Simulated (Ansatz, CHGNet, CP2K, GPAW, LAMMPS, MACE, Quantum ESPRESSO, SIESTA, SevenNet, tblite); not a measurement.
# Running liquid Al48Cu52 (at. %) at 1200 K (61 atoms) with SIESTA

How do the settings of SIESTA change the result for liquid Al48Cu52 (at. %) at 1200 K (61 atoms)? A plane-wave run serves as the yardstick.

Method: the method is named at each step, in SIESTA 5.4.2.

In doubt: a PseudoDojo file used here is known to give poor structures and forces (steps 2, 3), which bears on pressures, cells, forces and phonons.

## 1. The structure

The cell holds 61 atoms: 29 Al and 32 Cu. Cell: a = 9.888 Å, b = 9.888 Å, c = 9.888 Å, α = 90.0°, β = 90.0°, γ = 90.0°. 61 atoms (29 Al, 32 Cu) placed at random at 4.85 g/cm³, melted at 1800 K for 10 ps at fixed volume with the EAM Al-Cu potential (Cai and Ye, Phys. Rev. B 54, 8398 (1996)). Snapshot at the end of a hold of 10 ps at 1200 K and zero pressure.

The yardstick, on the same geometry:

* method: Kohn-Sham DFT, PBE, PAW, plane waves (Ansatz 0.2.0); cutoff 420 eV, Γ point, fermi-dirac smearing of 0.05 eV; PAW set soft_2
* r.m.s. force component: 0.7344 eV/Å
* longest force: 3.176 eV/Å
* pressure: -3.372 GPa
* SCF cycles: 10
* time: 8.1 s on 8 threads of Arm Neoverse V2, shared host
* CPU time: 59 s

## 2. PBE, DZP, shift 0.01 Ry, mesh 500 Ry

Method: Kohn-Sham DFT, PBE, PseudoDojo 0.4.1 norm-conserving pseudopotentials (converted to PSML), numerical atomic orbitals (DZP), diagonalisation.

The .psml files are PseudoDojo norm-conserving potentials that we converted to this format, checked against plane waves on the same files for H, C, O, Si, Ge and Ca alone.

File input.fdf:

```
SystemLabel cell
NumberOfAtoms 61
NumberOfSpecies 2
%block ChemicalSpeciesLabel
  1 13 Al
  2 29 Cu
%endblock ChemicalSpeciesLabel
LatticeConstant 1.0 Ang
%block LatticeVectors
  9.88823 0.00000 0.00000
  0.00000 9.88823 0.00000
  0.00000 0.00000 9.88823
%endblock LatticeVectors
PAO.BasisSize DZP
PAO.EnergyShift 0.01 Ry
XC.Functional GGA
XC.Authors PBE
MeshCutoff 500 Ry
%block kgrid_Monkhorst_Pack
  1 0 0 0.0
  0 1 0 0.0
  0 0 1 0.0
%endblock kgrid_Monkhorst_Pack
SolutionMethod diagon
OccupationFunction FD
ElectronicTemperature 580 K
SCF.Mixer.Method Pulay
SCF.Mixer.Weight 0.05
SCF.Mixer.History 8
SCF.Mix Hamiltonian
MaxSCFIterations 300
SCF.DM.Tolerance 1e-04
SCF.H.Tolerance 1.0e-3 eV
WriteForces T
Write.HirshfeldPop T
Write.VoronoiPop T
Write.DM F
Write.H F
XML.Write F
AtomicCoordinatesFormat Fractional
%block AtomicCoordinatesAndAtomicSpecies
  0.32497 0.89123 0.48824 1
  0.09827 0.88673 0.37050 1
  0.29542 0.72106 0.94084 1
  0.29704 0.19238 0.04728 1
  0.61602 0.95270 0.54098 1
  0.98222 0.49318 0.90966 1
  0.90281 0.78752 0.77442 1
  0.52570 0.33224 0.96452 1
  0.66231 0.43495 0.59071 1
  0.05396 0.12420 0.46909 1
  0.89378 0.04468 0.89871 1
  0.78386 0.16667 0.59254 1
  0.35846 0.41340 0.57846 1
  0.77171 0.72719 0.29318 1
  0.06023 0.67989 0.04277 1
  0.28103 0.23573 0.77705 1
  0.85010 0.29063 0.05919 1
  0.75683 0.06969 0.10900 1
  0.16230 0.51029 0.71480 1
  0.09679 0.42086 0.43156 1
  0.20860 0.61454 0.22672 1
  0.37336 0.98424 0.82384 1
  0.25518 0.87378 0.17722 1
  0.58911 0.84030 0.82709 1
  0.01304 0.68384 0.49420 1
  0.66613 0.44381 0.19334 1
  0.55154 0.18624 0.43020 1
  0.47936 0.72172 0.31890 1
  0.43598 0.55041 0.80800 1
  0.85357 0.47684 0.42274 2
  0.00196 0.30036 0.64951 2
  0.03395 0.26185 0.90330 2
  0.26834 0.41636 0.96455 2
  0.28492 0.15994 0.53362 2
  0.85171 0.01523 0.34459 2
  0.12949 0.94939 0.92485 2
  0.54161 0.20162 0.16120 2
  0.57906 0.95823 0.29548 2
  0.89535 0.28338 0.33663 2
  0.71621 0.67491 0.57379 2
  0.70059 0.55761 0.89116 2
  0.47999 0.92334 0.06421 2
  0.76586 0.32063 0.81761 2
  0.06819 0.36857 0.15047 2
  0.04272 0.11009 0.19509 2
  0.95434 0.88850 0.16850 2
  0.30940 0.61838 0.47074 2
  0.78112 0.75193 0.00558 2
  0.42763 0.48338 0.17050 2
  0.48366 0.47587 0.39839 2
  0.91013 0.54810 0.67575 2
  0.28755 0.05720 0.29778 2
  0.94257 0.57135 0.20757 2
  0.09517 0.02857 0.70022 2
  0.88765 0.90014 0.53214 2
  0.17250 0.78208 0.69116 2
[... 1 atom lines left out ...]
  0.53451 0.21607 0.70394 2
  0.62407 0.07393 0.91440 2
  0.53603 0.68157 0.05527 2
  0.24947 0.31302 0.29179 2
%endblock AtomicCoordinatesAndAtomicSpecies
```

Command:

```sh
> OMP_NUM_THREADS=1 mpirun -np 2 siesta < input.fdf > output.txt
```

Output:

```text
Version         : 5.4.2
reinit: System Name:
reinit: System Label: cell
initatom: Reading input for the pseudopotentials and atomic orbitals ----------
Species number:   1 Atomic number:   13 Label: Al
Species number:   2 Atomic number:   29 Label: Cu
Ground state valence configuration (from tables):   3s02  3p01  3d00  4f00
Ground state valence configuration (from tables):   4s01  4p00  3d10  4f00
---- Processing specs for species: Al
GGA--PBE XC_GGA_X_PBE--XC_GGA_C_PBE pb
---- Processing specs for species: Cu
GGA--PBE XC_GGA_X_PBE--XC_GGA_C_PBE pb
Semicore shell(s) with  8 electrons included in the valence for Cu
Semicore shell(s): 3s 3p
Fallback to non-perturbative polarization scheme for Cu
Please see the manual if this is not desired in principle
Al pseudopotential only contains V_ls up to l=2 -- lmxkb reset.
Cu pseudopotential only contains V_ls up to l=2 -- lmxkb reset.
Using PAO.SplitTailNorm
%block ChemicalSpeciesLabel
    1   13 Al                      # Species index, atomic number, species label
    2   29 Cu                      # Species index, atomic number, species label
%endblock ChemicalSpeciesLabel
%block PAO.Basis                 # Define Basis set
Al                    2                    # Species label, number of l-shells
 n=3   0   2                         # n, l, Nzeta
   6.130      4.449
   1.000      1.000
 n=3   1   2 P   1                   # n, l, Nzeta, Polarization, NzetaPol
   7.969      5.883
   1.000      1.000
Cu                    5                    # Species label, number of l-shells
 n=3   0   1                         # n, l, Nzeta
   2.152
   1.000
 n=4   0   2                         # n, l, Nzeta
   6.292      4.520
   1.000      1.000
 n=3   1   1                         # n, l, Nzeta
   2.384
   1.000
 n=4   1   1                         # n, l, Nzeta
   6.292
   1.000
 n=3   2   2                         # n, l, Nzeta
   4.057      2.474
   1.000      1.000
%endblock PAO.Basis
coor:   Atomic-coordinates input format  =     Fractional
siesta: System type = bulk
initatomlists: Number of atoms, orbitals, and projectors:     61   985  1098
siesta: ******************** Simulation parameters ****************************
Total number of electrons:   695.000000
Total ionic charge:   695.000000
 Kpoints in:            1 . Kpoints trimmed:            1
siesta: k-grid: Number of k-points = 1
siesta: k-points from Monkhorst-Pack grid
siesta: k-cutoff (effective) =     4.944 Ang
siesta: k-point supercell and displacements
siesta: k-grid:     1     0     0      0.000
siesta: k-grid:     0     1     0      0.000
siesta: k-grid:     0     0     1      0.000
                     ====================================
                        Single-point calculation
                     ====================================
outcell: Unit cell vectors (Ang):
        9.888230    0.000000    0.000000
        0.000000    9.888230    0.000000
        0.000000    0.000000    9.888230
outcell: Cell vector modules (Ang)   :    9.888230    9.888230    9.888230
outcell: Cell angles (23,13,12) (deg):     90.0000     90.0000     90.0000
outcell: Cell volume (Ang**3)        :    966.8424
Gamma-point calculation with interaction between periodic images
Gamma-point calculation with interaction between periodic images
Some features might not work optimally:
Some features might not work optimally:
e.g. DM initialization from atomic data
e.g. DM initialization from atomic data
new_DM -- step:     1
Initializing Density Matrix...
Attempting to read DM from file... Failed...
DM filled with atomic data:
InitMesh: MESH = 144 x 144 x 144 = 2985984
InitMesh: Mesh cutoff (required, used) =   500.000   586.125 Ry
stepf: Fermi-Dirac step function
        iscf     Eharris(eV)        E_KS(eV)     FreeEng(eV)     dDmax    Ef(eV) dHmax(eV)
   scf:    1  -152391.478434  -162220.222367  -162221.104070  2.127602  1.944697120.966939
   scf:    2  -166136.771298  -165291.101070  -165291.595884  0.997276 -0.537765129.535081
   scf:    3  -166002.184546  -166255.012005  -166255.458944  0.892714 -1.504475 66.593247
   scf:    4  -167058.295446  -166798.315838  -166798.567006  0.307958 -2.552850 18.261443
   scf:    5  -166894.253627  -166854.876561  -166855.102757  0.090058 -2.815832  8.395369
   scf:    6  -166883.404487  -166873.832600  -166874.052716  0.097422 -3.013778  4.632481
   scf:    7  -166879.610796  -166877.702138  -166877.910145  0.072678 -3.112981  2.000767
   scf:    8  -166879.892416  -166879.380013  -166879.581563  0.048481 -3.120009  1.392749
[...]
scf:   23  -166879.896224  -166879.896207  -166880.109282  0.000090 -3.232775  0.001722
   scf:   24  -166879.896247  -166879.896227  -166880.109284  0.000085 -3.232790  0.001489
   scf:   25  -166879.896246  -166879.896237  -166880.109285  0.000055 -3.233030  0.000561
SCF Convergence by DM+H criterion
max |DM_out - DM_in|         :     0.0000554417
max |H_out - H_in|      (eV) :     0.0005614754
SCF cycle converged after 25 iterations
Using DM_out to compute the final energy and forces
siesta: E_KS(eV) =          -166879.8962
siesta: E_KS - E_eggbox =   -166879.8962
siesta: Atomic forces (eV/Ang):
     1    0.570116    0.589733    0.272992
     2   -1.001702   -0.071399    0.157610
     3    0.269273    0.727631    0.116199
     4   -0.555554   -0.855238    1.021148
     5    0.450834   -0.924355    0.568422
     6   -1.326405   -0.767625   -0.121968
[...]
59   -0.399400    0.751607   -0.729786
    60    0.315531   -0.337610   -0.262606
    61    1.250947   -0.743119   -0.069921
----------------------------------------
   Tot    0.004272   -0.002644   -0.004894
----------------------------------------
   Max    2.724138
   Res    0.787322    sqrt( Sum f_i^2 / 3N )
----------------------------------------
   Max    2.724138    constrained
Stress tensor Voigt[x,y,z,yz,xz,xy] (kbar):       64.35       33.35       42.51       -6.05        2.96        6.03
(Free)E + p*V (eV/cell)  -166908.3131
Target enthalpy (eV/cell)  -166880.1093
siesta: Program's energy decomposition (eV):
siesta: Ebs     =    -24499.129577
siesta: Eions   =    206757.514582
siesta: Ena     =     11943.107942
siesta: Ekin    =     76249.633561
siesta: Enl     =    -28706.667634
siesta: DEna    =      1410.215201
siesta: DUscf   =        95.059157
siesta: Ex      =    -19976.398506
siesta: Ec      =     -1137.331376
siesta: Exc     =    -21113.729882
siesta: Eharris =   -166879.896246
siesta: Etot    =   -166879.896237
siesta: FreeEng =   -166880.109285
siesta: Final energy (eV):
siesta:  Band Struct. =  -24499.129577
siesta:       Kinetic =   76249.633561
siesta:       Hartree =   77039.406461
siesta:         Exch. =  -19976.398506
siesta:         Corr. =   -1137.331376
siesta:   Exch.-corr. =  -21113.729882
siesta:  Ion-electron = -233035.885916
siesta:       Ion-ion =  -66019.320461
siesta:         Total = -166879.896237
siesta:         Fermi =      -3.233030
siesta: Stress tensor (static) (eV/Ang**3):
siesta:     0.040167    0.003762    0.001845
siesta:     0.003762    0.020815   -0.003778
siesta:     0.001845   -0.003778    0.026531
siesta: Cell volume =        966.842380 Ang**3
siesta: Pressure (static):
siesta:                Solid            Molecule  Units
siesta:          -0.00031771         -0.00011881  Ry/Bohr**3
siesta:          -0.02917102         -0.01090825  eV/Ang**3
siesta:         -46.73712802        -17.47694827  kBar
    Orbital volume contribution        =          51.729741 eV
    (Free)E + p_basis*V_orbitals       =     -166828.379545 eV
    (Free)Eharris+ p_basis*V_orbitals  =     -166828.379554 eV
Hirshfeld Atomic Populations:
Atom #   charge [q] valence [e]  Species
     1    -0.296801    3.296801  Al
     2    -0.285260    3.285260  Al
     3    -0.227816    3.227816  Al
     4    -0.362595    3.362595  Al
     5    -0.268665    3.268665  Al
     6    -0.344052    3.344052  Al
[...]
30     0.244701   18.755299  Cu
    31     0.282724   18.717276  Cu
    32     0.278135   18.721865  Cu
    33     0.337094   18.662906  Cu
    34     0.295874   18.704126  Cu
    35     0.250534   18.749466  Cu
[...]
--------------------
 Total    -0.000063
Voronoi Atomic Populations:
Atom #   charge [q] valence [e]  Species
[...]
27    -0.155703    3.155703  Al
    28    -0.186275    3.186275  Al
    29    -0.144520    3.144520  Al
[...]
59     0.192096   18.807904  Cu
    60     0.138683   18.861317  Cu
    61     0.118252   18.881748  Cu
--------------------
 Total    -0.000063
```

Elapsed: 7.8 min, on 2 MPI ranks of Arm Neoverse V2, shared host; peak memory 2.7 GiB; 16 min of CPU time.

Banners, paths, timers and routine set-up lines are dropped from the logs unmarked, and long logs keep their key lines alone; longer cuts are marked.

Against the reference:

| Quantity | Value |
| --- | --- |
| r.m.s. force component | 0.7873 eV/Å |
| r.m.s. difference of force components | 78.86 meV/Å |
| longest difference of force vectors | 306.8 meV/Å |
| force difference over r.m.s. force | 10.74 % |
| slope of forces against the reference's | 1.069 |
| correlation of force components | 0.997 |
| pressure | -4.674 GPa |
| pressure difference | -1.302 GPa |

Length of the force difference by element (eV/Å):

| element | atoms | mean | most |
| --- | --- | --- | --- |
| Al | 29 | 0.12 | 0.22 |
| Cu | 32 | 0.13 | 0.31 |

Local excerpt of 15 atoms (numbers count through the whole input) about Al26, which has 12 bonded neighbours where the commonest count for Al is 13; x, y, z are measured from there.

| atom | x | y | z | distance (Å) | bonds | Hirshfeld charge (e) | Fx | Fy | Fz (eV/Å) |
| --- | --- | --- | --- | --- | --- | --- | --- | --- | --- |
| Al26 | 0.00 | 0.00 | 0.00 | 0.00 | 12 | -0.30 | 0.94 | 0.29 | 0.43 |
| Cu49 | -2.36 | 0.39 | -0.23 | 2.40 | 12 | 0.24 | -0.83 | -0.18 | -0.97 |
| Cu37 | -1.23 | -2.39 | -0.32 | 2.71 | 12 | 0.30 | -0.40 | -0.60 | 0.79 |
| Al17 | 1.82 | -1.51 | -1.33 | 2.71 | 14 | -0.34 | -0.27 | 1.43 | 0.23 |
| Cu50 | -1.80 | 0.32 | 2.03 | 2.73 | 11 | 0.28 | 1.75 | -0.50 | -0.68 |
| Al8 | -1.39 | -1.10 | -2.26 | 2.87 | 13 | -0.32 | 0.45 | 0.55 | -1.26 |
| Cu30 | 1.85 | 0.33 | 2.27 | 2.95 | 12 | 0.24 | -1.22 | 2.72 | 1.36 |
| Cu60 | -1.29 | 2.35 | -1.37 | 3.01 | 12 | 0.25 | 0.32 | -0.34 | -0.26 |
| Cu53 | 2.73 | 1.26 | 0.14 | 3.01 | 13 | 0.31 | -0.90 | -0.39 | 0.69 |
| Cu39 | 2.27 | -1.59 | 1.42 | 3.11 | 13 | 0.26 | 0.18 | -2.32 | -1.16 |
| Al14 | 1.04 | 2.80 | 0.99 | 3.15 | 12 | -0.31 | -0.66 | 0.63 | 0.17 |
| Cu41 | 0.34 | 1.13 | -2.99 | 3.21 | 13 | 0.26 | -0.19 | -0.20 | -0.46 |
| Al28 | -1.85 | 2.75 | 1.24 | 3.54 | 14 | -0.31 | 0.19 | 0.04 | -0.75 |
| Al27 | -1.13 | -2.55 | 2.34 | 3.64 | 12 | -0.30 | -0.51 | 0.75 | -0.27 |
| Cu48 | 1.14 | 3.05 | -1.86 | 3.74 | 12 | 0.26 | 0.62 | 0.55 | 0.40 |

Forces lie 11 % from the reference's, at 16 times its CPU time (on 2 against 8 cores).

## 3. PBE, SZP, shift 0.01 Ry, mesh 500 Ry

Method: Kohn-Sham DFT, PBE, PseudoDojo 0.4.1 norm-conserving pseudopotentials (converted to PSML), numerical atomic orbitals (SZP), diagonalisation.

input.fdf: that of step 2 with these lines changed.

```diff
@@ -13,3 +13,3 @@
 %endblock LatticeVectors
-PAO.BasisSize DZP
+PAO.BasisSize SZP
 PAO.EnergyShift 0.01 Ry
```

Output:

```text
Version         : 5.4.2
reinit: System Name:
reinit: System Label: cell
initatom: Reading input for the pseudopotentials and atomic orbitals ----------
Species number:   1 Atomic number:   13 Label: Al
Species number:   2 Atomic number:   29 Label: Cu
Ground state valence configuration (from tables):   3s02  3p01  3d00  4f00
Ground state valence configuration (from tables):   4s01  4p00  3d10  4f00
---- Processing specs for species: Al
GGA--PBE XC_GGA_X_PBE--XC_GGA_C_PBE pb
---- Processing specs for species: Cu
GGA--PBE XC_GGA_X_PBE--XC_GGA_C_PBE pb
Semicore shell(s) with  8 electrons included in the valence for Cu
Semicore shell(s): 3s 3p
Fallback to non-perturbative polarization scheme for Cu
Please see the manual if this is not desired in principle
[... lines left out ...]
Total number of electrons:   695.000000
[... lines left out ...]
stepf: Fermi-Dirac step function
        iscf     Eharris(eV)        E_KS(eV)     FreeEng(eV)     dDmax    Ef(eV) dHmax(eV)
[... lines left out ...]
SCF Convergence by DM+H criterion
[... lines left out ...]
SCF cycle converged after 26 iterations
[... lines left out ...]
   Max    2.808414
[... lines left out ...]
   Max    2.808414    constrained
Stress tensor Voigt[x,y,z,yz,xz,xy] (kbar):       48.08       19.07       29.90       -6.94        3.71        5.78
[... lines left out ...]
siesta: DEna    =      1507.317300
siesta: DUscf   =       103.506513
siesta: Ex      =    -19942.660091
siesta: Ec      =     -1135.737277
siesta: Exc     =    -21078.397368
siesta: Eharris =   -166863.011892
siesta: Etot    =   -166863.011882
siesta: FreeEng =   -166863.225432
siesta: Final energy (eV):
siesta:  Band Struct. =  -24712.642449
siesta:       Kinetic =   75929.019517
siesta:       Hartree =   76799.288538
siesta:         Exch. =  -19942.660091
siesta:         Corr. =   -1135.737277
siesta:   Exch.-corr. =  -21078.397368
siesta:  Ion-electron = -232493.602107
siesta:       Ion-ion =  -66019.320461
siesta:         Total = -166863.011882
siesta:         Fermi =      -3.256686
siesta: Stress tensor (static) (eV/Ang**3):
siesta:     0.030006    0.003607    0.002318
siesta:     0.003607    0.011902   -0.004333
siesta:     0.002318   -0.004333    0.018663
siesta: Cell volume =        966.842380 Ang**3
siesta: Pressure (static):
siesta:                Solid            Molecule  Units
siesta:          -0.00021990         -0.00001519  Ry/Bohr**3
siesta:          -0.02019033         -0.00139461  eV/Ang**3
siesta:         -32.34847919         -2.23440623  kBar
    Orbital volume contribution        =          42.509634 eV
    (Free)E + p_basis*V_orbitals       =     -166820.715798 eV
    (Free)Eharris+ p_basis*V_orbitals  =     -166820.715808 eV
Hirshfeld Atomic Populations:
Atom #   charge [q] valence [e]  Species
     1    -0.293906    3.293906  Al
     2    -0.279131    3.279131  Al
     3    -0.223661    3.223661  Al
[...]
30     0.244423   18.755577  Cu
    31     0.273496   18.726504  Cu
    32     0.274155   18.725845  Cu
[...]
--------------------
 Total    -0.000054
Voronoi Atomic Populations:
Atom #   charge [q] valence [e]  Species
[...]
28    -0.180597    3.180597  Al
    29    -0.135545    3.135545  Al
[...]
60     0.130682   18.869318  Cu
    61     0.109265   18.890735  Cu
--------------------
 Total    -0.000054
```

Wall time 6.2 min (2 MPI ranks); peak memory 2.4 GiB.

Numbers from this run, and their distance from the reference:

* r.m.s. force component: 0.8391 eV/Å
* r.m.s. difference of force components: 172.7 meV/Å
* longest difference of force vectors: 689 meV/Å
* force difference over r.m.s. force: 23.52 %
* slope of forces against the reference's: 1.125
* correlation of force components: 0.9847
* pressure: -3.235 GPa
* pressure difference: 0.1372 GPa

This is a coarse setting, run to see what it loses.

Against the first run (11 %), the force difference from the reference is 24 %, at 0.80 times the CPU time, with 677 basis functions against 985: the smaller basis costs accuracy.

(Continued in part 2 of 2.)

[Also dropped from logs without a mark: logging warnings of Python, and SIESTA's first energy breakdown and zero terms.]

[Logs are printed without paths, hosts, clocks, repeated set-up lines and the standing remarks that a program may print on its own settings, such as how far it seeks lower states.]

[Hosts, paths, dates, database ids (printed as entryN), source tags and the programs' standing remarks are cut or masked in the printed files.]
